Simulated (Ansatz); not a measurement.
Rows from a G0W0 calculation on Ga2O3 (R-3c) (Ansatz 0.2.0; G0W0 on PBE, plane waves, PAW; 4×4×4 mesh, 254 empty bands, screening to 110 eV, hard PAW files), in eV. Spin-orbit coupling is left out.

| row | k | band | start | Σx | Σc at the solution | Vxc |
| --- | --- | --- | --- | --- | --- | --- |
| A | Γ | c2 | 17.141 | -13.022 | -4.360 | -18.834 |
| B | (0.000, 0.000, 0.250) | c2 | 16.969 | -12.783 | -4.310 | -18.479 |
| C | Γ | v1 | 10.216 | -27.040 | 4.726 | -21.608 |
| D | Γ | c1 | 13.265 | -13.427 | -3.579 | -17.967 |
| E | (0.000, 0.000, 0.250) | v1 | 10.427 | -27.618 | 4.811 | -22.090 |
| F | (0.000, 0.000, 0.250) | c1 | 14.838 | -14.597 | -3.472 | -19.189 |

**Question.** Give the quasiparticle energies and the shift of each level.

The quasiparticle equation reads E = start + Σx + Σc(E) − Vxc.

| row | E (eV) | shift (eV) |
| --- | --- | --- |
| A | 18.593 | +1.452 |
| B | 18.356 | +1.387 |
| C | 9.511 | −0.705 |
| D | 14.226 | +0.961 |
| E | 9.710 | −0.717 |
| F | 15.958 | +1.120 |

The gap over the computed points goes from 2.84 eV to 4.52 eV.

Limits: not at the basis limit; no spin-orbit coupling.

[Runs of the session that timed out or met a known fault of the program may be left out.]

[Cells called generated may have been cut or substituted from an entry of the Crystallography Open Database or the Materials Project.]

[Hosts, paths, dates, database ids (printed as entryN), source tags and the programs' standing remarks are cut or masked in the printed files.]
